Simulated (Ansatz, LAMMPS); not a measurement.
# Localised basis functions on liquid 52SiO2-48Li2O (mol %) at 2550 K (69 atoms), part 2 of 2

Aim: test how closely localised support functions follow the reference on liquid 52SiO2-48Li2O (mol %) at 2550 K (69 atoms), and at what cost. A setting counts as converged where the r.m.s. difference of forces stays under 1 % of the r.m.s. force.

Ansatz 0.2.0; Kohn-Sham DFT, PBE, PAW (set soft_2), plane waves.

The cell: 12 Si, 22 Li and 35 O. The network of bonds at the start is that of the classical potential that made the cell. The Brillouin zone is sampled at Γ only, in a cell whose shortest periodic width is 9 Å.

So far. Step 11 (Support functions medium, radius 4.17 Å): Forces differ from the reference by 0.76 meV/Å r.m.s., 0.024 % of their size, well within a tolerance of 1 %; the energy by -3.5 meV/atom. It took roughly 20 times the reference's time (one timing each, with unlike analyses asked), in 14 cycles against 11. Step 12 (Other settings): The program set the tetrahedra aside and kept another filling, so they aren't tested. Forces differ from the reference by 0.013 meV/Å r.m.s., 4.0e-4 % of their size.

### 14. What the reference run shows

With the settings judged, the reference run is read for its physics.

Length of the force by element and coordination:

```tsv
element	coordination	atoms	mean length of the force (eV/Å)	spread	least	most
Li	all	22	1.70	1.01	0.150	4.41
O	all	35	4.67	3.38	1.06	15.6
Si	all	12	7.48	4.56	2.22	16.8
```

Intrinsic-atomic-orbital charges by element and coordination:

```tsv
element	coordination	atoms	mean charge (e)	spread	least	most
Li	all	22	0.777	0.017	0.747	0.812
O	all	35	-1.04	0.0981	-1.19	-0.880
Si	all	12	1.60	0.0568	1.49	1.67
```

Density of states as counts of states in windows of 1 eV (from the Fermi level), total and the larger projections:

```tsv
from (eV)	to (eV)	total	O p	Si p	Li s
-14	-13	0.0	0.0	0.0	0.0
-13	-12	0.5	0.3	0.0	0.0
-12	-11	3.5	2.4	0.2	0.0
-11	-10	6.7	4.7	0.7	0.0
-10	-9	5.3	3.9	0.8	0.0
-9	-8	10.3	7.7	1.4	0.2
-8	-7	16.6	13.0	1.7	0.4
-7	-6	23.4	19.3	1.8	0.6
-6	-5	34.7	29.8	2.1	0.8
-5	-4	33.6	30.1	1.2	0.8
-4	-3	30.4	28.1	0.7	0.5
-3	-2	28.5	26.8	0.5	0.3
-2	-1	14.2	13.5	0.2	0.1
-1	0	2.3	2.2	0.0	0.0
0	1	2.0	0.2	0.1	1.1
1	2	2.0	0.2	0.1	1.2
2	3	7.1	0.9	1.1	2.2
3	4	10.7	1.4	1.7	3.3
4	5	12.7	1.6	2.8	2.9
```

Between -26 and -14 eV lie 70 more states.

The levels nearest the highest filled one (over half full), pooled over k-points and spins:

```tsv
level less the highest filled one (eV)	occupation
-0.806	2
-0.712	2
-0.512	2
-0.300	2
-0.181	2
0	2
1.70	0
2.56	0
3.41	0
3.48	0
3.76	0
3.86	0
```

Electrostatic potential energy in the ac plane at fractional y = 0.566, with atoms of Si and Li and O within 0.2 Å of it. With pseudopotentials it is smooth inside the atoms' cores, unlike the true potential.

Values in eV, 13 rows by 16 columns, each cell a mean:
```
  3   4  -7   4   6   6   8  -3 -23 -28 -28  -6   7   7  -2  -8
 -3   7   8   4  -9  -8   5   7   0 -26 -32  -8   6   6 -14 -26
  5   8   8   5  -6  -5   5   7   4  -1  -1   4   7   7   3  -1
-14  -6   8   9   7   7   8   8   6   5   6   6   5   5   7   6
-17  -9   8   9   9   8   8  -5  -6   7   7  -1 -21 -13   4   5
  5   3   4   7   7   6   1 -32 -32   4   8   0 -17 -10   4   7
  3  -9  -7   5   7   7   6  -1  -1   9   9   6   4   5   6   6
  4  -1   1   7   9   9   6   3   5   8   7  -4  -8   4   5   5
  7   6   7   9  10   9  -2 -22 -12   5   5 -29 -36  -5   3   5
 -5   1  -6  -3   4   8   2 -11  -4   6   8   0  -5   4   4   4
 -4 -14 -37 -33  -4   8   7   5   6   8  10  10  10   9   8   6
  7  -6 -29 -25   0   8   9   6   1   7  10  10  10  10  10   9
  8  -3 -26  -4   8   9   9 -16 -36 -13   4   7  10  10   9   8
```
Columns run along a (9.1 Å; values clipped at the 3rd and 97th percentile), rows up along c (9.1 Å). Atoms in or near the plane, at fractional coordinates: Si at (0.17, 0.16), Li at (0.94, 0.89), Li at (0.79, 0.61), Li at (0.47, 0.31), O at (0.49, 0.57), O at (0.52, 0.01), O at (0.75, 0.34).

Valence density in the ac plane at fractional y = 0.566, with atoms of Si and Li and O within 0.2 Å of it. It is the smooth field of the valence electrons, not physical close to the nuclei.

Ten steps, logarithmic in the rise over the least value, from '_' (0.0 e/Å³) to '@' (7.1 e/Å³), each cell a mean:
```
..--++####++::..__..--**%%@@##++--====--::..__....
::::--====--::..____::--++**++--::------::..==####
==....::::..::==--____..----------====--::..**@@@@
::......____==##++..____..::::--====++==--::==####
::::....____::++==..______..::----==++==--::..::::
====--::..__......________....::::--==--::......--
####**--..__......................::::::......::==
##%%##==..____......::--==--::..__..::====....::++
**##**--..____....::==**##**==::____==@@%%==..::==
====--::..____....--++%%@@%%**--..__++@@@@++__..::
::::::......::::::--**%%@@%%**--..__..++++..____..
__..::--::::----::--==**##**==::__________________
__..==++----==--::::::--==--::..__..::::..________
____::::::------::............__::--++++--::..____
________..::::::..__..----..__..--**%%%%**--..____
..........::::::....==%%%%==__..==##@@@@##==::....
==--::::::--==--::..==%%@@==__..--**%%%%**==::::--
**++==--==++++++--::::++++::____::==****==::::--++
****++--==++++++--....____________..::::::....--++
++++==--::======::..________________________..::==
--------::------::......::::..______....______..::
..--==++++==--::......--++++==::....::::..________
..--++####++--......--**%%%%##==::--==--::..______
..--**%%%%**--..__..--##@@@@%%++--======--..______
```
Columns run along a (9.1 Å), rows up along c (9.1 Å). Atoms in or near the plane, at fractional coordinates: Si at (0.17, 0.16), Li at (0.94, 0.89), Li at (0.79, 0.61), Li at (0.47, 0.31), O at (0.49, 0.57), O at (0.52, 0.01), O at (0.75, 0.34).

Mean intrinsic-atomic-orbital charges: Li +0.78, O -1.04, Si +1.60 e. The largest share in the top eV of filled states is O p (97 % of the projected weight), and in the lowest eV of empty states Li s (66 % of the projected weight).

### 15. Local order

These statistics describe the geometry on which the runs were made.

Density 2.33 g/cm³, 10.84 Å³ an atom.

g(r), total and by pair (bins of 0.2 Å):

```tsv
r (Å)	total	O-O	O-Li	O-Si	Li-Li	Li-Si	Si-Si
1.30	0.07	0.00	0.00	0.38	0.00	0.00	0.00
1.50	1.20	0.00	0.00	6.80	0.00	0.00	0.00
1.70	1.17	0.00	0.37	5.44	0.85	0.00	0.00
1.90	0.86	0.00	2.25	0.57	0.33	0.00	0.00
2.10	0.72	0.00	1.96	0.00	0.57	0.24	0.00
2.30	0.71	0.35	1.40	0.00	0.91	0.64	0.00
2.50	1.47	2.65	1.58	0.00	1.58	1.08	0.00
2.70	0.97	2.21	0.73	0.09	0.84	0.47	0.54
2.90	0.96	1.16	0.64	0.33	1.32	2.16	0.97
3.10	1.08	1.00	0.65	0.59	1.29	2.46	3.36
3.30	0.92	1.06	0.56	0.83	1.03	1.76	0.76
3.50	0.98	1.04	0.90	1.04	0.89	1.29	0.00
3.70	1.03	0.90	1.23	1.19	1.08	0.66	0.29
3.90	0.95	0.44	1.04	1.54	1.07	0.89	0.54
4.10	1.10	0.78	1.03	1.56	0.97	1.34	1.46
4.30	0.96	0.78	1.24	1.30	0.46	0.43	1.12
```

Local excerpt of 8 atoms (numbers count through the whole input) about Si12, which bears the longest force; x, y, z are measured from there.

```tsv
atom	x	y	z	distance (Å)	intrinsic-atomic-orbital charge (e)	Fx	Fy	Fz (eV/Å)
Si12	0.00	0.00	0.00	0.00	1.63	3.35	-9.77	-13.28
O55	0.17	0.60	1.22	1.37	-0.92	1.43	8.10	13.21
O54	0.13	-1.59	0.44	1.66	-1.05	-1.44	-0.31	-0.25
O40	-0.92	1.06	-0.93	1.68	-0.95	-2.31	-0.81	-2.09
O56	1.48	0.16	-1.00	1.79	-0.96	-0.90	-0.73	0.62
Si3	0.43	1.43	2.59	2.99	1.67	-2.93	0.49	-1.81
Li19	-2.22	0.21	-2.08	3.05	0.80	0.11	-1.57	-0.26
Li20	-0.46	0.76	-2.93	3.07	0.80	1.71	0.78	-1.33
```

### 16. Results

```json
{
  "free energy per atom": "-464.3597 eV/atom",
  "pressure": "12.5 GPa",
  "r.m.s. force component": "3.236 eV/Å",
  "gap (highest filled to lowest empty level)": "1.698 eV",
  "wall time of the 8 DFT runs": "20 min"
}
```

Against plane waves at 420 eV, the forces differ by 0.78 meV/Å (0.024 %) with support functions medium. At 69 atoms the fastest of the runs at a preset level, support functions low, takes roughly 9.5 times the time of plane waves (whose run also made extra analyses), in 13 SCF cycles against 11. Differences between support functions and plane waves include what basis error the plane-wave run still has. The force difference hardly changes among these support-function runs, which points to the basis of the plane-wave reference as its main source. As the radius goes from 3.37 to 4.17 Å, the force difference goes from 0.78 to 0.76 meV/Å, and the time from 2.3 min to 4.7 min.

Between filled and empty levels lie 1.70 eV (at Γ alone); a semilocal functional tends to put such gaps too low. In a disordered cell it changes from sample to sample and from frame to frame.

What to keep in mind: The force components of 3.2 eV/Å r.m.s. reflect the temperature of the frame as well as the gap between the generating potential and DFT. The stress is far from hydrostatic: its diagonal is 10.0, 13.6, 13.9 GPa, compression counted positive. The pressure of 12 GPa is that of one thermal frame, in which the classical model's bond lengths enter as well as the volume, without the kinetic term. The pressure of a single frame lacks the kinetic term.

[Long decimals in the printed logs are rounded to 6 places.]

[Logs are printed without paths, hosts, clocks, repeated set-up lines and the standing remarks that a program may print on its own settings, such as how far it seeks lower states.]

[Hosts, paths, dates, database ids (printed as entryN), source tags and the programs' standing remarks are cut or masked in the printed files.]
